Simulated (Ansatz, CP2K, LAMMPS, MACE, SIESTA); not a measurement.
## CP2K on Ga2O3 with crystalline order left by the classical run (100 atoms): settings against a plane-wave reference

Aim: run Ga2O3 with crystalline order left by the classical run (100 atoms) in CP2K and see how near its forces come to a plane-wave reference, and at what cost.

Main program and level: CP2K 2026.2; the method is named at each step.

## (1) The starting structure

The cell holds 100 atoms: 40 Ga and 60 O. Cell: a = 10.043 Å, b = 10.043 Å, c = 10.043 Å, α = 90.0°, β = 90.0°, γ = 90.0°. 100 atoms (40 Fe, 60 O) placed at random at 4.44 g/cm³, melted at 5000 K for 10 ps at fixed volume with the Morse and Coulomb pair potential with partial charges (Pedone, Malavasi, Menziani, Cormack and Segre, J. Phys. Chem. B 110, 11780 (2006)). Quenched from 5000 K to 300 K at 100 K/ps and fixed volume, held 10 ps at zero pressure, then minimised at fixed cell. Then Fe was replaced by Ga and the cell scaled by 1.003 (the potential has no terms for the new elements, so the cell is a start for a DFT relaxation).

The yardstick, on the same geometry:

| Item | Value |
| --- | --- |
| method | Kohn-Sham DFT, PBE, PAW, plane waves (Ansatz 0.2.0); cutoff 420 eV, Γ point, fermi-dirac smearing of 0.05 eV; PAW set soft_2 |
| r.m.s. force component | 0.34 eV/Å |
| longest force | 1.249 eV/Å |
| gap (highest filled to lowest empty level) | 1.907 eV |
| SCF cycles | 8 |
| time | 17 s on 8 threads of Arm Neoverse N1, shared host |
| CPU time | 2.1 min |

## (2) PBE, DZVP-MOLOPT-SR, 600/40 Ry, OT DIIS

Method: Kohn-Sham DFT, PBE, GTH-PBE pseudopotentials, Gaussian and plane waves, DZVP-MOLOPT-SR-GTH, orbital transformation.

Input file input.inp:

```
&GLOBAL
  PROJECT cell
  RUN_TYPE ENERGY_FORCE
  PRINT_LEVEL LOW
&END GLOBAL
&FORCE_EVAL
  METHOD QS
  &DFT
    BASIS_SET_FILE_NAME BASIS_MOLOPT
    POTENTIAL_FILE_NAME GTH_POTENTIALS
    &MGRID
      CUTOFF 600
      REL_CUTOFF 40
      NGRIDS 5
    &END MGRID
    &QS
      EPS_DEFAULT 1.0E-10
    &END QS
    &SCF
      SCF_GUESS ATOMIC
      EPS_SCF 1.0E-06
      MAX_SCF 30
      &OT
        MINIMIZER DIIS
        PRECONDITIONER FULL_ALL
        ENERGY_GAP 0.001
      &END OT
      &OUTER_SCF
        EPS_SCF 1.0E-06
        MAX_SCF 8
      &END OUTER_SCF
      &PRINT
        &RESTART OFF
        &END RESTART
      &END PRINT
    &END SCF
    &XC
      &XC_FUNCTIONAL PBE
      &END XC_FUNCTIONAL
    &END XC
    &PRINT
      &MULLIKEN ON
      &END MULLIKEN
      &HIRSHFELD ON
        SHAPE_FUNCTION DENSITY
      &END HIRSHFELD
      &MO_CUBES
        NHOMO 1
        NLUMO 4
        WRITE_CUBE F
      &END MO_CUBES
    &END PRINT
  &END DFT
  &SUBSYS
    &CELL
      A 10.04318 0.00000 0.00000
      B 0.00000 10.04318 0.00000
      C 0.00000 0.00000 10.04318
    &END CELL
    &TOPOLOGY
      COORD_FILE_NAME structure.xyz
      COORD_FILE_FORMAT XYZ
    &END TOPOLOGY
    &KIND Ga
      BASIS_SET DZVP-MOLOPT-SR-GTH-q13
      POTENTIAL GTH-PBE-q13
    &END KIND
    &KIND O
      BASIS_SET DZVP-MOLOPT-SR-GTH-q6
      POTENTIAL GTH-PBE-q6
    &END KIND
  &END SUBSYS
  &PRINT
    &FORCES ON
    &END FORCES
  &END PRINT
&END FORCE_EVAL
```

Input file structure.xyz:

```xyz
100

Ga 1.77373 8.97248 5.18268
Ga 4.47022 6.21512 5.07924
Ga 2.45375 4.04439 5.00261
Ga 2.35764 4.04780 0.08567
Ga 6.13076 0.60771 2.56071
Ga 9.08034 7.45606 2.25720
Ga 0.03154 4.56302 2.54735
Ga 4.94607 9.89926 5.10605
Ga 8.43085 0.08055 0.04620
Ga 3.27538 1.60159 2.24535
Ga 7.50256 8.76860 7.46409
Ga 5.02460 10.01426 9.98332
Ga 2.18520 0.04720 9.50296
Ga 1.58773 2.82947 7.50999
Ga 0.29467 2.10987 0.11971
Ga 9.76468 0.63393 7.37641
Ga 9.81420 4.65923 7.72993
Ga 4.20769 1.74319 7.34367
Ga 5.48378 3.19875 4.75334
Ga 6.67912 7.81791 4.76107
Ga 4.45787 6.20096 0.06197
Ga 1.10375 9.51652 2.18751
Ga 9.53901 6.82886 5.17947
Ga 6.64015 7.90047 0.08286
Ga 4.05403 8.53680 2.51973
Ga 1.89003 6.68735 2.63754
Ga 7.77412 5.27237 9.89424
Ga 1.77413 6.70252 7.61132
Ga 8.57045 10.03866 4.73235
Ga 3.77573 4.80506 2.55057
Ga 0.12002 7.86753 9.56392
Ga 3.85276 4.90780 7.62227
Ga 8.01667 2.57417 2.40866
Ga 0.85759 1.81068 4.60259
Ga 7.50888 2.31144 7.59445
Ga 6.98825 5.33664 7.16501
Ga 6.94797 5.35281 2.52405
Ga 4.05895 8.51601 7.58511
Ga 8.76448 3.59948 5.12724
Ga 5.53038 3.13769 10.03977
O 3.65642 6.74269 6.84061
O 0.42874 0.19042 5.64005
O 3.71226 6.74992 1.78357
O 6.32178 2.37029 3.31596
O 0.17807 6.35211 3.50186
O 1.80607 4.86130 1.77694
O 5.00281 1.54163 0.99990
O 3.06518 9.61675 1.08948
O 4.81992 7.88289 4.19725
O 0.89846 7.69338 1.27438
O 5.11971 1.58612 5.78236
O 5.84945 2.21512 8.44822
O 7.39509 6.92658 8.48036
O 2.26072 2.15125 0.64276
O 6.76177 9.63934 9.16410
O 5.39389 5.03766 3.52104
[... 40 atom lines left out ...]
O 8.95651 5.34157 6.12172
O 2.83429 5.70643 9.12624
O 6.24224 6.27197 5.81360
O 0.38194 0.14593 0.52837
```

Command:

```bash
> OMP_NUM_THREADS=1 mpirun -np 4 cp2k.psmp -i input.inp > output.txt
```

Standard output:

```text
CP2K| version string:                                       CP2K version 2026.2
 CP2K| Input file name                                                 input.inp
 GLOBAL| Basis set file name                                        BASIS_MOLOPT
 GLOBAL| Potential file name                                      GTH_POTENTIALS
 GLOBAL| Run type                                                   ENERGY_FORCE
 GLOBAL| Total number of message passing processes                             4
 GLOBAL| Number of threads for this process                                    1
 TOTAL NUMBERS AND MAXIMUM NUMBERS
  Total number of            - Atomic kinds:                                   2
                             - Atoms:                                        100
                             - Shell sets:                                   100
                             - Shells:                                       580
                             - Primitive Cartesian functions:                540
                             - Cartesian basis functions:                   2040
                             - Spherical basis functions:                   1780
  Maximum angular momentum of- Orbital basis functions:                        3
                             - Local part of the GTH pseudopotential:          2
                             - Non-local part of the GTH pseudopotential:      4
 SCF PARAMETERS         Density guess:                                    ATOMIC
                        max_scf:                                              30
                        eps_scf:                                        1.00E-06
                        Outer loop SCF in use
                        eps_scf                                         1.00E-06
                        max_scf                                                8
 Extrapolation method: initial_guess
 Number of electrons:                                                        880
[... lines left out ...]
  Step     Update method      Time    Convergence         Total energy    Change
[... lines left out ...]
  Exchange-correlation energy:                               -624.200336
  Total energy:                                             -3946.291530
  outer SCF iter =    1 RMS gradient =   0.93E-03 energy =      -3946.2915297643
  ----------------------------------- OT ---------------------------------------
  Minimizer      : DIIS                : direct inversion
                                         in the iterative subspace
                                         using   7 DIIS vectors
                                         safer DIIS on
  Preconditioner : FULL_ALL            : diagonalization, state selective
  Precond_solver : DEFAULT
  stepsize       :    0.15000000                  energy_gap     :    0.00100000
  eps_taylor     :   0.10000E-15                  max_taylor     :             4
  ----------------------------------- OT ---------------------------------------
  Step     Update method      Time    Convergence         Total energy    Change
[...]
23 OT DIIS     0.15E+00    8.9     0.00000155     -3947.4672145444 -3.42E-08
    24 OT DIIS     0.15E+00    8.9     0.00000067     -3947.4672145908 -4.64E-08
  *** SCF run converged in    24 steps ***
  Electronic density on regular grids:       -879.9999999683        0.0000000317
  Core density on regular grids:              879.9999999519       -0.0000000481
  Total charge density on r-space grids:       -0.0000000164
  Total charge density g-space grids:          -0.0000000164
  Overlap energy of the core charge distribution:               1.56436e-07
  Self energy of the core charge distribution:              -6383.329144
  Core Hamiltonian energy:                                   1894.088930
  Hartree energy:                                            1166.182361
  Exchange-correlation energy:                               -624.409362
  Total energy:                                             -3947.467215
  outer SCF iter =    2 RMS gradient =   0.67E-06 energy =      -3947.4672145908
  outer SCF loop converged in   2 iterations or   54 steps
 !-----------------------------------------------------------------------------!
                     Mulliken Population Analysis
 #  Atom  Element  Kind  Atomic population                           Net charge
       1     Ga       1         12.093925                              0.906075
       2     Ga       1         12.141799                              0.858201
       3     Ga       1         12.172474                              0.827526
[...]
99     O        2          6.486151                             -0.486151
     100     O        2          6.604854                             -0.604854
 # Total charge                            880.000000                 -0.000000
 !-----------------------------------------------------------------------------!
 !-----------------------------------------------------------------------------!
                           Hirshfeld Charges
  #Atom  Element  Kind  Ref Charge     Population                    Net charge
      1       Ga     1      13.000         12.483                         0.517
      2       Ga     1      13.000         12.538                         0.462
      3       Ga     1      13.000         12.557                         0.443
[...]
99       O      2       6.000          6.335                        -0.335
    100       O      2       6.000          6.287                        -0.287
  Total Charge                                                           -0.000
 !-----------------------------------------------------------------------------!
  Eigenvalues of the occupied subspace spin            1
      -0.51722581     -0.50669671     -0.50143881     -0.49735555
      -0.49556394     -0.49263410     -0.48997867     -0.48724865
      -0.48408019     -0.48140237     -0.48043636     -0.47713720
[...]
0.19183032      0.19196522      0.19358953      0.20463352
 Fermi Energy [eV] :    5.568361
  Using OT eigensolver for additional unoccupied orbitals spin            1
  Lowest Eigenvalues of the unoccupied subspace spin            1
 OT| Eigensolver reached convergence in 293 iterations
       0.27151699      0.36269096      0.36638672      0.37456701
 HOMO - LUMO gap [eV] :    1.819992
 ENERGY| Total FORCE_EVAL ( QS ) energy [hartree]          -3947.467215
 FORCES| Atomic forces [hartree/bohr]
 FORCES|   Atom     x               y               z               |f|
 FORCES|      1 -4.74997711E-03 -9.82284042E-03  1.17521911E-02   1.60363485E-02
 FORCES|      2 -2.99885552E-03 -7.15580800E-03  2.60648572E-03   8.18489403E-03
 FORCES|      3 -6.13651178E-03 -3.98948441E-03  7.50437738E-03   1.04827688E-02
[...]
FORCES|     99 -9.61861444E-03  6.24965581E-03 -1.51807534E-02   1.90271179E-02
 FORCES|    100  3.73154531E-03  4.05651986E-03 -1.98099357E-03   5.85697185E-03
 FORCES| Sum    -3.26671603E-02 -7.84522943E-03  1.55999253E-03
 FORCES| Total atomic force                                       3.36321954E-02
```

The job ended after 8.8 min (4 MPI ranks of Arm Neoverse N1, shared host; peak memory 4 GiB; 35 min of CPU time).

Banners and routine set-up lines are dropped from the logs; longer cuts are marked.

Numbers from this run, and their distance from the reference:

```
r.m.s. force component                           : 0.3594 eV/Å
r.m.s. difference of force components            : 79.71 meV/Å
longest difference of force vectors              : 251.7 meV/Å
force difference over r.m.s. force               : 23.44 %
slope of forces against the reference's          : 1.031
correlation of force components                  : 0.9757
gap (highest filled to lowest empty level) : 1.82 eV
gap difference                                   : -0.087 eV
```

Length of the force difference by element (eV/Å):

```csv
element,atoms,mean,most
Ga,40,0.16,0.25
O,60,0.11,0.21
```

Local excerpt of 12 atoms (numbers count through the whole input) about Ga16, picked at random; x, y, z are measured from there.

```
atom      x      y      z  distance (Å)  bonds  Hirshfeld charge (e)     Fx     Fy  Fz (eV/Å)
Ga16   0.00   0.00   0.00          0.00      6                  0.45  -0.26   0.16       0.66
 O63   1.56   0.53   0.91          1.88      4                 -0.30  -0.07  -0.48       0.18
 O70  -0.48  -1.58   0.97          1.91      4                 -0.31  -0.41  -0.19       0.07
 O42   0.71  -0.44  -1.74          1.93      4                 -0.28  -0.14  -0.09      -0.45
 O75  -1.80   0.03  -0.74          1.95      4                 -0.31   0.09  -0.40       0.18
 O58  -0.99   1.00   1.64          2.16      4                 -0.32  -0.02   0.05      -0.01
 O91   0.01   2.13  -0.69          2.24      5                 -0.32  -0.64   0.18       0.46
Ga35  -2.26   1.68   0.22          2.82      6                  0.50   0.20  -0.14       0.15
Ga14   1.87   2.20   0.13          2.88      6                  0.39   0.08   0.67      -0.30
Ga11  -2.26  -1.91   0.09          2.96      6                  0.48   0.07  -0.23       0.58
Ga29  -1.19  -0.64  -2.64          2.97      6                  0.47   0.36   0.08      -0.63
 Ga9  -1.33  -0.55   2.71          3.07      6                  0.44  -0.39   0.23      -0.22
```

Forces lie 23 % from the reference's, at 16 times its CPU time (on 4 against 8 cores).

The forces add up to 1.7 eV/Å instead of zero, usually a sign of too coarse a grid.

## (3) PBE, SZV-MOLOPT-SR, 600/40 Ry, OT DIIS

Method: Kohn-Sham DFT, PBE, GTH-PBE pseudopotentials, Gaussian and plane waves, SZV-MOLOPT-SR-GTH, orbital transformation.

Edit input.inp of step 2 so:

```diff
@@ -64,3 +64,3 @@
     &KIND Ga
-      BASIS_SET DZVP-MOLOPT-SR-GTH-q13
+      BASIS_SET SZV-MOLOPT-SR-GTH-q13
       POTENTIAL GTH-PBE-q13
@@ -68,3 +68,3 @@
     &KIND O
-      BASIS_SET DZVP-MOLOPT-SR-GTH-q6
+      BASIS_SET SZV-MOLOPT-SR-GTH-q6
       POTENTIAL GTH-PBE-q6
```

structure.xyz is that of step 2.

Standard output:

```text
CP2K| version string:                                       CP2K version 2026.2
 CP2K| Input file name                                                 input.inp
 GLOBAL| Basis set file name                                        BASIS_MOLOPT
 GLOBAL| Potential file name                                      GTH_POTENTIALS
 GLOBAL| Run type                                                   ENERGY_FORCE
 GLOBAL| Total number of message passing processes                             4
 GLOBAL| Number of threads for this process                                    1
[... lines left out ...]
 Number of electrons:                                                        880
[... lines left out ...]
  Step     Update method      Time    Convergence         Total energy    Change
[... lines left out ...]
  Total energy:                                             -3943.849774
[... lines left out ...]
  Step     Update method      Time    Convergence         Total energy    Change
[... lines left out ...]
  *** SCF run converged in    19 steps ***
[... lines left out ...]
  Total energy:                                             -3944.375727
[... lines left out ...]
  outer SCF loop converged in   2 iterations or   49 steps
[... lines left out ...]
  Eigenvalues of the occupied subspace spin            1
      -0.49213718     -0.48202746     -0.47653148     -0.47216943
      -0.47077542     -0.46749979     -0.46449930     -0.46166543
      -0.45840903     -0.45546324     -0.45408898     -0.45139837
[...]
0.24107156      0.24243544      0.24372006      0.25373809
 Fermi Energy [eV] :    6.904564
  Using OT eigensolver for additional unoccupied orbitals spin            1
  Lowest Eigenvalues of the unoccupied subspace spin            1
 OT| Eigensolver reached convergence in 87 iterations
       0.30043540      0.40287539      0.40648076      0.41394524
 HOMO - LUMO gap [eV] :    1.270699
 ENERGY| Total FORCE_EVAL ( QS ) energy [hartree]          -3944.375727
 FORCES| Atomic forces [hartree/bohr]
 FORCES|   Atom     x               y               z               |f|
 FORCES|      1 -5.79698295E-03 -1.09745427E-02  1.22294858E-02   1.74242911E-02
 FORCES|      2 -5.25496928E-03 -7.08612287E-03  5.48488945E-03   1.03880629E-02
 FORCES|      3 -5.66344335E-03 -1.25495356E-04  1.09357759E-02   1.23159057E-02
[...]
FORCES|     99 -1.24980208E-02  1.09545396E-02 -2.07963547E-02   2.66212477E-02
 FORCES|    100  1.97680814E-03  3.91760148E-03 -5.51752476E-03   7.04971285E-03
 FORCES| Sum    -3.33178516E-02 -6.65732383E-03  3.42156212E-03
 FORCES| Total atomic force                                       3.41482984E-02
```

Run time: 3.1 min. Hardware: 4 MPI ranks; peak memory 2.4 GiB.

Against the reference:

```yaml
r_m_s_force_component: 0.4402 eV/Å
r_m_s_difference_of_force_components: 201.4 meV/Å
longest_difference_of_force_vectors: 843.6 meV/Å
force_difference_over_r_m_s_force: 59.25 %
slope_of_forces_against_the_reference_s: 1.163
correlation_of_force_components: 0.8981
spacing_of_highest_filled_and_lowest_empty_level: 1.271 eV
gap_difference: -0.6363 eV
```

This is a coarse setting, run to see what it loses.

Against the first run (23 %), the force difference from the reference is 59 %, at 0.35 times the CPU time, with 600 basis functions against 1780: the smaller basis costs accuracy.

The forces add up to 1.8 eV/Å instead of zero, usually a sign of too coarse a grid.

(Continued in part 2 of 2.)

[Long decimals in the printed logs are rounded to 6 places.]

[Also dropped from logs without a mark: lines with file paths, logging warnings of Python, QE's lines on negative density and diagonalisation, SIESTA's first energy breakdown, zero terms and Voronoi charges.]

[Logs are printed without paths, hosts, clocks, repeated set-up lines and the standing remarks that a program may print on its own settings, such as how far it seeks lower states.]

[Hosts, paths, dates, database ids (printed as entryN), source tags and the programs' standing remarks are cut or masked in the printed files.]

[Most failed runs of this program on this cell are left out, timed-out ones always.]
